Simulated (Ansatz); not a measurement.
# MgTiTe3 (built on the sites of a database entry of BaTiO3): a soft mode frozen in, part 3 of 3

Which phase does MgTiTe3 (built on the sites of a database entry of BaTiO3) fall into along its unstable mode, and how much energy does it gain?

Ansatz 0.2.0; DFT PBE+D3(BJ), scalar-relativistic, plane waves, PAW.

So far. Step 5 (Energy along the mode, all amplitudes (two of the runs …): The lowest of the steps tried is at 0.22 Å, 3.45 meV/atom below the parent; the bottom of the well need not coincide with a step. Step 7 (The new phase in its own primitive cell): The largest force component left is 0.62 meV/Å and the pressure is 0.002 GPa, within the tolerances set. The cell now holds 32.26 Å³/atom.

The structure was built from a prototype and need not be the compound's stable phase.

## Step 8: Modes of the new phase, k-mesh 8×8×6

A relaxed structure may still be a saddle point, so its zone-centre modes are computed. No field response is asked, since the mesh shows no gap.

Input file input.yaml:

```yaml
crystal:
  lattice:
    - [3.6018342634, -3.973129242, -0.0096268358]
    - [3.6018342634, 3.973129242, -0.0096268358]
    - [-0.2243374671, 0.0, 5.6366936092]
  atoms:
    - { symbol: Mg, position: [0.0690963274, 0.0690963274, 0.7960590191] }
    - { symbol: Ti, position: [0.4695602138, 0.4695602138, 0.5007788769] }
    - { symbol: Te, position: [0.4263038219, 0.4263038219, 0.0534643272] }
    - { symbol: Te, position: [0.5601866361, 0.986628785, 0.5963488884] }
    - { symbol: Te, position: [0.986628785, 0.5601866361, 0.5963488884] }
kpoints:
  mp_grid: { grid: [8, 8, 6] }
hamiltonian:
  xc: pbe
  dispersion: d3bj
scf:
  occupations: { method: methfessel_paxton, width: 0.2 }
output:
  eigenvalues: true
phonons:
  method: dfpt
```

The run is started by

```sh
$ ansatz run input.yaml --threads 8 --pin off --max-ram 14336MiB --backend cpu --events-out ev --progress --plain --runs-dir out
```

Numbers of over 12 decimals in the logs are rounded to 6 here.

Output:

```text
[...]
Crystal: 5 atoms, lattice volume = 161.311 Å³
Basis set: ecut = 420 eV, 3125 PW (Γ), exchange–correlation on 72×72×80 points (8 copies of the dense FFT grid, shifted against one another)
Bands: 42, of which v1, the nominal top of the filled ones, is band 35 counted from 1 (34 counted from 0)
Symmetry: 2 space group operations
k-points: 196 of 384 (irreducible under 1 space group operation, time reversal used)
[...]
SCF iter   1: F=—  HF=-25367.032076 eV  |F-HF|=—  |Δ(HF+E_count)|=         —  Δρ=4.10e-3  dr2=2.93e-2  ethr=1.77e-3  ⟨swp⟩=7.0  Hψ=32225  notcnv=0
[...]
SCF iter  11: F=-25367.026088 eV  HF=-25367.026088 eV  |F-HF|=3.64e-12  |Δ(HF+E_count)|=  1.09e-11  S|Δr|=    0.00e0  Δρ=4.82e-8  dr2=4.40e-12  ethr=1.00e-12  ⟨swp⟩=8.9  Hψ=42588  notcnv=0
SCF 1 converged in 11 iterations: F = -25367.026088 eV  dr2 = 4.40e-12
[...]
DFPT response loops at Γ: preconditioner auto → Kerker (q_TF=auto, 2.374 Å⁻¹) (partly filled bands, converged f_vac=0.149); β = 1.00, the filter's whole step (`scf.mixing.beta` (0.50) is not read by the response loops under this deck's `scf.mixing.preconditioner`; to damp them name `kerker` or `kerker_dos`, under which they read `scf.mixing.beta`, and type it under 1.00, their step now; both keys bind the ground state too); Broyden in place of MSR1
SCF converged after 11 iterations
[...]
Free energy (F): -25367.026088 eV
[...]
Internal energy: -25367.030885 eV  (E = F + TS)
E sigma→0 (E₀):  -25367.027287 eV
Entropy (-TS):   0.004797 eV (0.959 meV/atom)
Fermi energy:    7.116159 eV
[...]
--- Band table (eV; the first three rows and the last of 196) ---
  k-point 0: bands = [... 31 lower, 5.7558, 5.9077, 6.1627, 6.2765, 6.9063, 8.0313, 8.2193, 8.2986, ... 3 higher]
  k-point 1: bands = [... 31 lower, 5.5744, 5.7965, 6.1724, 6.3199, 6.8865, 7.9925, 8.2584, 8.5481, ... 3 higher]
  k-point 2: bands = [... 31 lower, 5.0799, 5.7366, 6.1053, 6.4178, 7.0053, 7.9348, 8.3364, 8.5999, ... 3 higher]
  k-point 195: bands = [... 31 lower, 4.8979, 5.9381, 7.2955, 7.6397, 7.7836, 7.9587, 8.0528, 9.3436, ... 3 higher]
[...]
k mesh reduced under 1 symmetry operation, with k and −k counted as one. Each operation leaves every solved perturbation unchanged. A smaller set is not used because it would not reduce the number of displacements times k-points to solve
  ASR residual: 1.144e-4 → 0.000e0 eV/Å²; symmetrization residual: 7.432e-6 eV/Å²
[...]
ASR residual per site (eV/Å²): 1.14e-4 3.98e-5 1.15e-5 7.24e-6 7.24e-6
[...]
```

The job ended after 3.5 min (8 threads of Arm Neoverse V2, shared host; peak memory 4.2 GiB).

This step gave:

```
sum-rule residual before enforcement                    : 1.14e-4 eV/Å²
point group                                             : m
highest optical mode at the zone centre (no LO-TO term) : 252.7 cm⁻¹
lowest optical zone-centre mode                         : 24.26 cm⁻¹
```

Patterns of degenerate modes are one choice out of their space. Modes at Γ, with each element's share of the kinetic energy:

| mode | frequency (cm⁻¹) | symmetry | Mg % | Ti % | Te % |
| --- | --- | --- | --- | --- | --- |
| 1 | 0.0 | acoustic | 5 | 11 | 84 |
| 2 | 0.0 | acoustic | 5 | 11 | 84 |
| 3 | 0.0 | acoustic | 5 | 11 | 84 |
| 4 | 24.3 | A'' | 0 | 0 | 100 |
| 5 | 39.6 | A' | 1 | 9 | 90 |
| 6 | 42.8 | A'' | 14 | 6 | 79 |
| 7 | 61.6 | A'' | 0 | 26 | 74 |
| 8 | 93.7 | A' | 2 | 21 | 76 |
| 9 | 105.7 | A' | 5 | 11 | 84 |
| 10 | 134.6 | A' | 87 | 2 | 10 |
| 11 | 179.4 | A'' | 80 | 1 | 19 |
| 12 | 201.7 | A'' | 0 | 56 | 44 |
| 13 | 213.7 | A' | 14 | 57 | 29 |
| 14 | 227.8 | A' | 78 | 8 | 14 |
| 15 | 252.7 | A' | 2 | 70 | 29 |

Displacements in mode 4 (24.3 cm⁻¹), the largest set to 1:
```
Mg1  0.00 -0.13  0.00
Ti2  0.00  0.06  0.00
Te3  0.00  0.27  0.00
Te4  0.13 -0.13  1.00
Te5 -0.13 -0.13 -1.00
```

Displacements in mode 12 (201.7 cm⁻¹), the largest set to 1:
```
Mg1  0.00 -0.13  0.00
Ti2  0.00  1.00  0.00
Te3  0.00  0.07  0.00
Te4 -0.32 -0.21 -0.01
Te5  0.32 -0.21  0.01
```

Before it was imposed, the acoustic sum rule was missed by 1.1e-4 eV/Å². Small misses are needed for a sound result but don't prove that mesh and cutoff are converged. The lowest optical mode is real, 24.3 cm⁻¹.

## Step 9: Results

```
unstable mode of the parent                                                      : q = (0, 0, 0), 42i cm⁻¹
depth at the lowest point sampled                                                : 3.45 meV/atom
largest atomic shift at that point                                               : 0.22 Å
space group reached (within 0.01 Å)                                              : Cm
energy gained over the parent (first relaxation, on the mesh of the frozen mode) : 24.6 meV/atom
volume per atom, phase reached                                                   : 32.3 Å³
lowest optical zone-centre mode, phase reached                                   : 24.3 cm⁻¹
highest optical mode at the zone centre (no LO-TO term), phase reached           : 253 cm⁻¹
```

What this shows: Along this mode the structure falls into Cm, 24.6 meV/atom below the parent. At the parent's cell the well is 3.45 meV/atom deep on the steps tried, with its lowest point at a shift of 0.22 Å. Relaxing atoms and cell changes the gain by +21.17 meV/atom against the lowest step (energies at zero smearing). Most of the total comes from this relaxation. The new phase has no imaginary mode at the zone centre of its cell; other wavevectors were not checked. Of the 2 patterns followed to their end from this parent, this one ends 131 meV/atom above the lowest, Amm2. Each path keeps the symmetry of its pattern, so a lower phase may lie along a pattern not tried. With no gap, or one that is small against the smearing, the frequencies hang on the k mesh and the smearing, most of all near Kohn anomalies. A semilocal functional can close a gap that the real compound would have, so the metallic treatment may be an artefact of the level. Spin-orbit coupling is left out, which can matter for the heavy elements here. In the phonons the program treats the change of the C6 weights of the dispersion term with coordination only in part. The starting cell was built on a prototype and not taken from a measurement, so the phase need not exist.

[Logs are printed without paths, hosts, clocks, repeated set-up lines and the standing remarks that a program may print on its own settings, such as how far it seeks lower states.]

[Hosts, paths, dates, database ids (printed as entryN), source tags and the programs' standing remarks are cut or masked in the printed files.]
